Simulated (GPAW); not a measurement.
# SnO2 (Cassiterite): one start, several treatments of the self-energy, part 2 of 2

How much does the gap of SnO2 (Cassiterite) depend on the approximation to the self-energy?

GPAW 26.7.0; PBE and many-body steps on it, plane waves. Known limits of the many-body steps: extrapolated from modest cutoffs; no spin-orbit coupling.

So far. Step 2 (Empty states on the mesh, 4×4×6 mesh, 469 bands): On this mesh the gap is 1.311 eV.

## (5) G0W0, extrapolated in the cutoff

Now the one-shot GW correction: screening in the RPA, then the self-energy of the levels asked for.

This step: G0W0 on PBE, plane waves, PAW.

The input, run.py:

```python
import json
import numpy as np
from gpaw.mpi import world
from gpaw.response.g0w0 import G0W0

gw = G0W0('full.gpw',
    filename='gw',
    kpts=[0],
    bands=(24, 28),
    ecut=200.0,
    integrate_gamma='WS',
    ppa=True,
    ecut_extrapolation=True)
gw.calculate()
res = {mode: {k: v for k, v in r.items() if k != 'sigma_eskwn'}
       for mode, r in gw.all_results.items()}

if world.rank == 0:
    with open('result.json', 'w') as f:
        json.dump(res, f, default=lambda x: x.tolist())
```

The run is started by

```bash
$ mpirun -n 8 gpaw python run.py
```

Numbers of over 12 decimals in the logs are rounded to 6 here.

The log of the run:

```text
Using integrator: PointIntegrator
FrequencyGridDescriptor(from 0.000+0.000j to 0.000+27.211j eV, 2 points)
Nonperiodic BCs:  [False False False]
Using integrator: PointIntegrator
FrequencyGridDescriptor(from 0.000+0.000j to 0.000+27.211j eV, 2 points)
Nonperiodic BCs:  [False False False]
  ___  _ _ _
 |   || | | |
 | | || | | |
 |__ ||_____|
 |___|

BZ k-points: Symmetries present (total): 8

  [... matrices ...]
96 k-points: 4 x 4 x 6 Monkhorst-Pack grid + [1/8,1/8,1/12]
28 k-points in the irreducible part of the Brillouin zone
       k-points in crystal coordinates                weights
   0:     0.00000000    0.00000000    0.00000000          1/96
   1:     0.00000000    0.00000000    0.16666667          2/96
   2:     0.00000000    0.00000000    0.33333333          2/96
   3:     0.00000000    0.00000000    0.50000000          1/96
   4:     0.25000000   -0.25000000    0.00000000          2/96
   5:     0.25000000   -0.25000000    0.16666667          4/96
   6:     0.25000000   -0.25000000    0.33333333          4/96
   7:     0.25000000   -0.25000000    0.50000000          2/96
   8:     0.25000000    0.00000000    0.00000000          4/96
   9:     0.25000000    0.00000000    0.16666667          8/96
          ...
  27:     0.50000000    0.50000000    0.50000000          1/96

Distributing spins, k-points and bands (1 x 1 x 4) over 8 processes
Number of blocks: 1

Quasi particle states:
k-points (IBZ indices): [0]
Band range: (24, 28)
  [... matrices ...]
Computational parameters:
Extrapolating to infinite plane wave cut-off using points at:
  172.355 eV
  184.896 eV
  200.000 eV
Number of bands: 459
Coulomb cutoff: None
Broadening: 0.1 eV

fxc modes: GW
Kernel: RPA
Using Godby-Needs plasmon-pole approximation:
  Fitting energy: i*E0, E0 = 1.000 Hartree
Summing all q:

Calculating screened Coulomb potential
No Coulomb truncation
FrequencyGridDescriptor(from 0.000+0.000j to 0.000+27.211j eV, 2 points)
Removing empty qpoint cache files...

Calculating chi0 body with:
    Ground state adapter containing:
    Number of spins: 1
    Number of kpoints: 96
    Number of irreducible kpoints: 28
    Number of completely occupied states: 26
    Number of partially occupied states: 26
    Occupied states memory: 5.784302 M / cpu

    Linear response parametrization:
    q_c: [0.0, 0.0, 1.3877787807814457e-17]
    Number of frequency points: 2
    Planewave cutoff: 200.0
    Number of bands: 459
    Number of planewaves: 471
    Broadening (eta): 1e-06
    comm.size: 8
    kncomm.size: 8
    blockcomm.size: 1

    Memory estimate of potentially large arrays:
        chi0_wGG: 6.770050 M / cpu
Integrating chi0 body.

Symmetries of q_c:
    Direct symmetries (Uq -> q): 8
    Indirect symmetries (TUq -> q): 0
In total 8 allowed symmetries.

  [... matrices ...]
28 groups of equivalent kpoints. 70.833333% reduction.

Integral kind: response function
Integrating chi0 head and wings.

Symmetries of q_c:
    Direct symmetries (Uq -> q): 8
    Indirect symmetries (TUq -> q): 0
In total 8 allowed symmetries.

  [... matrices ...]
28 groups of equivalent kpoints. 70.833333% reduction.

Integral kind: response function wings

Calculating chi0 body with:
    Ground state adapter containing:
    Number of spins: 1
    Number of kpoints: 96
    Number of irreducible kpoints: 28
    Number of completely occupied states: 26
    Number of partially occupied states: 26
[... the further q-points ...]
Extrapolating selfenergy to infinite energy cutoff:
  Performing linear fit to 3 points
  Warning: Bad quality of linear fit for some (n,k).
           Higher cutoff might be necessary.
  Minimum R^2 = 0.0119. (R^2 Should be close to 1)
  [... matrices ...]
Results:
f:      Occupation numbers
eps:     KS-eigenvalues [eV]
vxc:     KS vxc [eV]
exx:     Exact exchange [eV]
sigma:   Self-energies [eV]
dsigma:  Self-energy derivatives
Z:       Renormalization factors
qp:      QP-energies [eV]

k-point 0 (0): (0.000, 0.000, 0.000)                GW
band       f     eps     vxc     exx   sigma  dsigma       Z      qp
                                                                   GW
  24   1.000   5.303 -20.766 -26.379   4.078  -0.294   0.773   4.117
  25   1.000   6.074 -21.162 -27.153   4.381  -0.298   0.770   4.834
  26   0.000   7.386 -18.524 -14.483  -3.178  -0.201   0.833   8.104
  27   0.000  12.259 -17.797 -12.104  -4.420  -0.209   0.827  13.312
```

The job ended after 22 min (8 MPI ranks of Arm Neoverse V2, shared host; peak memory 4.2 GiB; 2.9 h of CPU time).

Numbers from this step:

* quasiparticle gap on the points computed: 3.270 eV
* least direct quasiparticle gap on the computed points: 3.270 eV
* Z at the valence top: 0.7702
* Z at the conduction bottom: 0.8327
* starting gap on the mesh: 1.311 eV
* k of the valence top: 0, 0, 0
* k of the conduction bottom: 0, 0, 0
* gaps at the cutoffs of the extrapolation: 3.142, 3.154, 3.168 eV

The gap on the mesh goes from 1.31 eV to 3.27 eV, a correction of +1.96 eV.

## (6) One-shot Hartree-Fock

This step: one-shot Hartree-Fock levels on PBE orbitals, plane waves, PAW.

The input, run.py:

```python
import json
import numpy as np
from gpaw.mpi import world
from gpaw.hybrids.eigenvalues import non_self_consistent_eigenvalues

dft, vxc, vxc_hyb = non_self_consistent_eigenvalues('full.gpw', 'EXX', 24, 28, kpt_indices=[0])
res = {'dft': dft[0], 'hybrid': (dft - vxc + vxc_hyb)[0]}
if world.rank == 0:
    with open('hybrid.txt', 'w') as f:
        for k, e0, e1 in zip([0], res['dft'], res['hybrid']):
            print(k, ' '.join(f'{x:9.4f}' for x in e0), '|', ' '.join(f'{x:9.4f}' for x in e1), file=f)

if world.rank == 0:
    with open('result.json', 'w') as f:
        json.dump(res, f, default=lambda x: x.tolist())
```

The run is started by

```bash
$ mpirun -n 8 gpaw python run.py
```

The log of the run:

```text
IBZ(<points: 28, symmetries: 8>)
Occupied bands: 26
Transforming wave functions from IBZ to BZ: 0.033 seconds
Distributing wave functions and iFFT-ing to real space: 0.254 seconds
Calculating eigenvalues:
  k-points: 1
  Bands: 24-27 (inclusive)
  Seconds: 0.840 (wave-function broadcasting: 0.005 seconds)
HSE06-eigenvalue shifts:
  min: -5.991 eV
  ave: -0.467 eV
  max: 5.694 eV
```

It took 3.5 s on 8 MPI ranks; peak memory 1.7 GiB; 27 s of CPU time.

This step gave:

```yaml
starting_gap_on_the_mesh: 1.311 eV
hybrid_gap_on_the_mesh: 11.34 eV
least_direct_hybrid_gap_on_the_computed_points: 11.34 eV
```

## (7) The runs together

Times are wall times on 8 MPI ranks of Arm Neoverse V2, shared host, good to a factor of about two.

```csv
run,mesh,bands,screening cutoff (eV),DFT gap (eV),gap on the mesh (eV),direct (eV),time
one-shot HSE06,4×4×6,-,-,1.311,3.048,3.048,3.2 s
"GLLB-SC, self-consistent",4×4×6,-,-,2.491,3.402,-,18 s
"G0W0, extrapolated in the cutoff",4×4×6,-,200,1.311,3.270,3.270,22 min
one-shot Hartree-Fock,4×4×6,-,-,1.311,11.343,11.343,3.5 s
```

## (8) Outcome

- one-shot HSE06: 3.048 eV
- GLLB-SC, self-consistent: 3.402 eV
- G0W0, extrapolated in the cutoff: 3.270 eV
- one-shot Hartree-Fock: 11.343 eV
- known limits: not at the basis limit; no spin-orbit coupling

**Reading.** GLLB-SC, self-consistent: +0.353 eV against one-shot HSE06, +1.180 eV of it in the start. G0W0, extrapolated in the cutoff: +0.222 eV against one-shot HSE06, at other bands or cutoff, so not like for like. One-shot Hartree-Fock: +8.295 eV against one-shot HSE06. One-shot hybrid levels are evaluated on the PBE orbitals. GLLB-SC has a self-consistent start of its own and adds its derivative discontinuity. Against experiment, by G0W0, extrapolated in the cutoff: the gap of 3.27 eV lies −0.33 eV from the measured 3.6 eV (kind not stated, quoted 2022). These are gaps on the mesh, at modest bands and cutoff. The calculation has static nuclei and no excitons; a measured gap holds zero-point and thermal motion, which mostly lowers it. Against the values above the computed gap that would widen the miss. An edge that is forbidden or weak in absorption could explain it, and so could too strong a screening: the start's gap is only 1.31 eV, and one shot does not repair that. Bands and cutoff are finite, so the gap is not at the basis limit. The miss can reach some tenths of an eV and take either sign; the mesh is an error of its own. These stock PAW sets were not made for GW. The program warns of a poor linear fit in the extrapolation of some level, so the extrapolated values are rough. The many-body steps are scalar-relativistic: spin-orbit coupling is not in them.

[Paths, hosts, dates, memory and timing lines, banners, echoed tables and standing remarks are left out of the program output.]

[Logs are printed without paths, hosts, clocks, repeated set-up lines and the standing remarks that a program may print on its own settings, such as how far it seeks lower states.]

[Runs of the session that timed out or met a known fault of the program may be left out.]

[Hosts, paths, dates, database ids (printed as entryN), source tags and the programs' standing remarks are cut or masked in the printed files.]
